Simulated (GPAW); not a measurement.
# Screening of a field by TaGe2As4 monolayer, part 2 of 2

Wanted: the out-of-plane polarisability of TaGe2As4 monolayer.

GPAW 26.7.0; GPAW, PAW setups; layer in a repeated cell with vacuum, relaxation of atoms and in-plane cell (the session's first sound run).

So far, dipole along the normal (e·Å): step 2 (relaxing the atoms) 0.00174; step 3 (plane waves, PBE) 5.9e-4; step 4 (In a field) -0.169.

## (5) Field on

File run.py:

```python
import json
import numpy as np
from ase import Atoms
from gpaw import GPAW, PW
from gpaw.external import ConstantElectricField

slab = Atoms(
    ['As', 'Ge', 'As', 'Ta', 'As', 'Ge', 'As'],
    positions=[
        [0.00000, -0.00000, 7.00000],
        [0.00000, 2.17246, 8.15375],
        [0.00000, 2.17246, 10.63108],
        [-0.00000, -0.00000, 12.12268],
        [0.00000, 2.17246, 13.61429],
        [0.00000, 2.17246, 16.09162],
        [0.00000, 0.00000, 17.24536]],
    cell=[[3.76281, 0.0, 0.0], [-1.8814, 3.25868, 0.0], [0.0, 0.0, 24.2454]],
    pbc=[True, True, False],
    magmoms=[0.0, 0.0, 0.0, 1.0, 0.0, 0.0, 0.0])

slab.calc = GPAW(mode=PW(400), xc='PBE', kpts={'size': (9, 9, 1), 'gamma': True},
                 occupations={'name': 'fermi-dirac', 'width': 0.05}, nbands='200%',
                 convergence={'density': 1e-05}, maxiter=200,
                 poissonsolver={'dipolelayer': 'xy'},
                 external=ConstantElectricField(-0.1, [0, 0, 1]),
                 symmetry={'tolerance': 1e-3}, txt='slab.txt')
result = {}
energy = slab.get_potential_energy()
fermi = slab.calc.get_fermi_level()
v = slab.calc.get_electrostatic_potential().mean((0, 1)) - fermi
n = slab.calc.get_pseudo_density().mean((0, 1))
L = slab.cell[2, 2]
z = np.arange(len(v)) * L / len(v)
low, high = slab.positions[:, 2].min(), slab.positions[:, 2].max()
below, above = np.interp([low - 4.8, high + 4.8], z, v)
slopes = [np.interp(x, z, np.gradient(v, z)) for x in (low - 4.8, high + 4.8)]
eps = np.array([[slab.calc.get_eigenvalues(k, s) for k in range(len(slab.calc.get_ibz_k_points()))]
                for s in range(slab.calc.get_number_of_spins())]) - fermi
top, bottom = eps[eps < 0].max(), eps[eps > 0].min()
dipole = slab.get_dipole_moment()[2]
print(f'energy {energy:.4f} eV, Fermi level {fermi:.4f} eV, dipole {dipole:.5f} e A')
print(f'potential 4.8 A off the faces, from the Fermi level: lower {below:.4f} eV, upper {above:.4f} eV')
print(f'slope of the potential there: lower {slopes[0]:.5f}, upper {slopes[1]:.5f} eV/A')
print(f'nearest levels on the mesh: {top:.4f} and {bottom:.4f} eV')
print('magnetic moment', round(slab.get_magnetic_moment(), 3))
result.update(energy=energy, fermi=fermi, dipole=dipole, below=below, above=above, slopes=slopes, edges=[top, bottom],
              z=z.tolist(), v=v.tolist(), n=n.tolist(), positions=slab.positions.tolist(),
              forces=slab.get_forces(apply_constraint=False).tolist(), moments=slab.get_magnetic_moments().tolist())
json.dump(result, open('result.json', 'w'))
```

The run is started by

```bash
$ OMP_NUM_THREADS=1 OPENBLAS_NUM_THREADS=1 python run.py
```

Elapsed: 12 min, on 1 thread of Arm Neoverse V1, shared host; peak memory 0.62 GiB.

This step gave:

- dipole along the normal: -0.08449 e·Å
- levels nearest the Fermi level on the mesh: -0.04844, 0.03217 eV from the Fermi level
- potential below the slab, the applied field's own ramp left out: 4.297 eV from the Fermi level
- potential above the slab, the applied field's own ramp left out: 5.544 eV from the Fermi level

Electrostatic potential energy of an electron (without an applied field's), less the Fermi level, planar mean against z:

```
z (Å)  electrostatic potential energy of an electron (without an applied field's), less the Fermi level, planar mean (eV)
  0.0                                                                                                                4.92
  0.5                                                                                                                4.30
  1.0                                                                                                                4.30
  1.5                                                                                                                4.30
  2.0                                                                                                                4.30
  2.5                                                                                                                4.30
  3.0                                                                                                                4.30
  3.5                                                                                                                4.30
  4.0                                                                                                                4.29
  4.5                                                                                                                4.26
  5.0                                                                                                                4.16
  5.5                                                                                                                3.71
  6.0                                                                                                                1.89
  6.5                                                                                                               -4.51
  7.0                                                                                                               -13.5
  7.5                                                                                                               -9.52
  8.0                                                                                                               -12.6
  8.5                                                                                                               -7.61
  9.0                                                                                                               0.323
  9.5                                                                                                                2.11
 10.0                                                                                                               -1.61
 10.5                                                                                                               -11.0
 11.0                                                                                                               -8.24
 11.5                                                                                                               -7.20
 12.0                                                                                                               -15.3
 12.5                                                                                                               -11.2
 13.0                                                                                                               -5.77
 13.5                                                                                                               -11.3
 14.0                                                                                                               -5.73
 14.5                                                                                                                1.61
 15.0                                                                                                                2.38
 15.5                                                                                                               -2.17
 16.0                                                                                                               -11.6
 16.5                                                                                                               -9.05
 17.0                                                                                                               -11.3
 17.5                                                                                                               -8.93
 18.0                                                                                                               0.761
 18.5                                                                                                                4.32
 19.0                                                                                                                5.24
 19.5                                                                                                                5.47
 20.0                                                                                                                5.52
 20.5                                                                                                                5.54
 21.0                                                                                                                5.54
 21.5                                                                                                                5.54
 22.0                                                                                                                5.54
 22.5                                                                                                                5.54
 23.0                                                                                                                5.54
 23.5                                                                                                                5.54
 24.0                                                                                                                5.34
```

The dipole is now -0.0845 e Å, against 5.9e-4 in the run without a field.

## (6) In a field

Changes to run.py since step 5:

```diff
@@ -24,3 +24,3 @@
                  poissonsolver={'dipolelayer': 'xy'},
-                 external=ConstantElectricField(-0.1, [0, 0, 1]),
+                 external=ConstantElectricField(-0.05, [0, 0, 1]),
                  symmetry={'tolerance': 1e-3}, txt='slab.txt')
```

Wall time 13 min (1 thread); peak memory 0.62 GiB.

The electrostatic potential energy of an electron (without an applied field's), less the Fermi level, planar mean oscillates, so the rows of the table below give means over windows of 1.84 Å about each position, cut where the curve ends. Its maxima inside the range that stand out by 2 % of the span (Å: eV): 7.6: -8.95, 9.4: 2.31, 11.3: -5.84, 13.0: -5.75, 14.8: 2.58, 16.7: -8.51. Its minima: 7.0: -13.5, 8.1: -13.0, 10.6: -11.8, 12.1: -15.9, 13.6: -11.7, 16.1: -12.6, 17.2: -13.0.

Electrostatic potential energy of an electron (without an applied field's), less the Fermi level, planar mean against z; means over each step:

```
z (Å)  electrostatic potential energy of an electron (without an applied field's), less the Fermi level, planar mean (eV)
 0.92                                                                                                                4.64
 2.76                                                                                                                4.61
 4.60                                                                                                                4.49
 6.44                                                                                                               -4.27
 8.28                                                                                                               -7.22
10.12                                                                                                               -4.16
11.96                                                                                                               -10.3
13.80                                                                                                               -5.50
15.64                                                                                                               -4.84
17.48                                                                                                               -6.05
19.32                                                                                                                4.92
21.16                                                                                                                5.23
23.00                                                                                                                5.23
```

## (7) In a field

Changes to run.py since step 6:

```diff
@@ -24,3 +24,3 @@
                  poissonsolver={'dipolelayer': 'xy'},
-                 external=ConstantElectricField(-0.05, [0, 0, 1]),
+                 external=ConstantElectricField(0.05, [0, 0, 1]),
                  symmetry={'tolerance': 1e-3}, txt='slab.txt')
```

Wall time 13 min (1 thread); peak memory 0.62 GiB.

## (8) In a field

Changes to run.py since step 7:

```diff
@@ -24,3 +24,3 @@
                  poissonsolver={'dipolelayer': 'xy'},
-                 external=ConstantElectricField(0.05, [0, 0, 1]),
+                 external=ConstantElectricField(0.1, [0, 0, 1]),
                  symmetry={'tolerance': 1e-3}, txt='slab.txt')
```

It took 12 min on 1 thread; peak memory 0.62 GiB.

The dipole is now 0.0845 e Å, against 5.9e-4 in the run without a field.

## (9) Field on

Changes to run.py since step 8:

```diff
@@ -24,3 +24,3 @@
                  poissonsolver={'dipolelayer': 'xy'},
-                 external=ConstantElectricField(0.1, [0, 0, 1]),
+                 external=ConstantElectricField(0.2, [0, 0, 1]),
                  symmetry={'tolerance': 1e-3}, txt='slab.txt')
```

Run time: 13 min. Hardware: 1 thread; peak memory 0.62 GiB.

The electrostatic potential energy of an electron (without an applied field's), less the Fermi level, planar mean by z:

z (Å), electrostatic potential energy of an electron (without an applied field's), less the Fermi level, planar mean (eV) and a bar from the least value:
```
      0.0        4.9 ############################
      0.5        6.2 ##############################
      1.0        6.2 ##############################
      1.5        6.2 ##############################
      2.0        6.2 ##############################
      2.5        6.2 ##############################
      3.0        6.2 ##############################
      3.5        6.2 ##############################
      4.0        6.2 ##############################
      4.5        6.1 ##############################
      5.0        6.0 ##############################
      5.5        5.5 #############################
      6.0        3.6 ##########################
      6.5       -2.9 #################
      7.0      -12.0 ####
      7.5       -8.2 ##########
      8.0      -11.4 #####
      8.5       -6.6 ############
      9.0        1.2 #######################
      9.5        2.9 #########################
     10.0       -1.0 ####################
     10.5      -10.5 #######
     11.0       -7.9 ##########
     11.5       -7.0 ############
     12.0      -15.2 
     12.5      -11.3 ######
     13.0       -6.0 #############
     13.5      -11.7 #####
     14.0       -6.3 #############
     14.5        0.9 #######################
     15.0        1.5 ########################
     15.5       -3.1 #################
     16.0      -12.7 ####
     16.5      -10.3 #######
     17.0      -12.7 ####
     17.5      -10.5 #######
     18.0       -0.9 ####################
     18.5        2.5 #########################
     19.0        3.4 ##########################
     19.5        3.6 ##########################
     20.0        3.7 ##########################
     20.5        3.7 ##########################
     21.0        3.7 ###########################
     21.5        3.7 ###########################
     22.0        3.7 ###########################
     22.5        3.7 ###########################
     23.0        3.7 ###########################
     23.5        3.7 ###########################
     24.0        4.1 ###########################
```

The dipole is now 0.169 e Å, against 5.9e-4 in the run without a field.

## (10) In a field

Changes to run.py since step 9:

```diff
@@ -24,3 +24,3 @@
                  poissonsolver={'dipolelayer': 'xy'},
-                 external=ConstantElectricField(0.2, [0, 0, 1]),
+                 external=ConstantElectricField(0.3, [0, 0, 1]),
                  symmetry={'tolerance': 1e-3}, txt='slab.txt')
```

Wall time 11 min (1 thread); peak memory 0.62 GiB.

Table of electrostatic potential energy of an electron (without an applied field's), less the Fermi level, planar mean by z:

z (Å), electrostatic potential energy of an electron (without an applied field's), less the Fermi level, planar mean (eV) and a bar from the least value:
```
      0.0        4.9 ###########################
      0.5        6.8 ##############################
      1.0        6.8 ##############################
      1.5        6.8 ##############################
      2.0        6.8 ##############################
      2.5        6.8 ##############################
      3.0        6.8 ##############################
      3.5        6.8 ##############################
      4.0        6.8 ##############################
      4.5        6.8 ##############################
      5.0        6.6 ##############################
      5.5        6.1 #############################
      6.0        4.2 ##########################
      6.5       -2.3 ##################
      7.0      -11.5 #####
      7.5       -7.7 ##########
      8.0      -11.0 ######
      8.5       -6.2 ############
      9.0        1.5 #######################
      9.5        3.1 #########################
     10.0       -0.8 ####################
     10.5      -10.3 #######
     11.0       -7.8 ##########
     11.5       -7.0 ###########
     12.0      -15.2 
     12.5      -11.3 #####
     13.0       -6.1 ############
     13.5      -11.8 #####
     14.0       -6.5 ############
     14.5        0.7 ######################
     15.0        1.3 ######################
     15.5       -3.5 ################
     16.0      -13.1 ###
     16.5      -10.7 ######
     17.0      -13.1 ###
     17.5      -11.0 ######
     18.0       -1.5 ###################
     18.5        1.9 #######################
     19.0        2.8 #########################
     19.5        3.0 #########################
     20.0        3.0 #########################
     20.5        3.1 #########################
     21.0        3.1 #########################
     21.5        3.1 #########################
     22.0        3.1 #########################
     22.5        3.1 #########################
     23.0        3.1 #########################
     23.5        3.1 #########################
     24.0        3.7 ##########################
```

The dipole is now 0.254 e Å, against 5.9e-4 in the run without a field.

## (11) The series

The members are put on one axis.

This step: induced dipole against applied field (GPAW 26.7.0).

The dipole along the normal by field:

```
field (V/Å)  dipole along the normal (e·Å)
     -0.200                         -0.169
     -0.100                        -0.0845
     -0.050                        -0.0422
      0.000                         5.9e-4
      0.050                         0.0422
      0.100                         0.0845
      0.200                          0.169
      0.300                          0.254
```

## (12) Results

```
work function, upper and lower face            : 4.926 and 4.914 eV
dipole along the normal                        : 5.9e-4 e Å, near the numerical noise
induced dipole per field                       : 0.845 e Å per V/Å
out-of-plane polarisability per area, α/(ε0 A) : 12.5 Å
```

What this shows: The field induces 0.845 e Å per V/Å, a polarisable thickness α/(ε0 A) of 12.5 Å beside 10.2 Å between the outermost nuclei. A perfect conductor would give the distance between its two image planes; a dielectric of thickness t gives t(1 - 1/ε). The induced dipole is linear in the field over this range. The small printed dipole stands for a step of -8.7 meV from the lower to the upper face, and the probes find 12 meV; values this small are near the numerical noise of both. One magnetic start was tried; another order may lie lower. The layer's cell and atoms come from the relaxation; spin-orbit coupling and temperature are left out.

[Logs are printed without paths, hosts, clocks, repeated set-up lines and the standing remarks that a program may print on its own settings, such as how far it seeks lower states.]

[Hosts, paths, dates, database ids (printed as entryN), source tags and the programs' standing remarks are cut or masked in the printed files.]
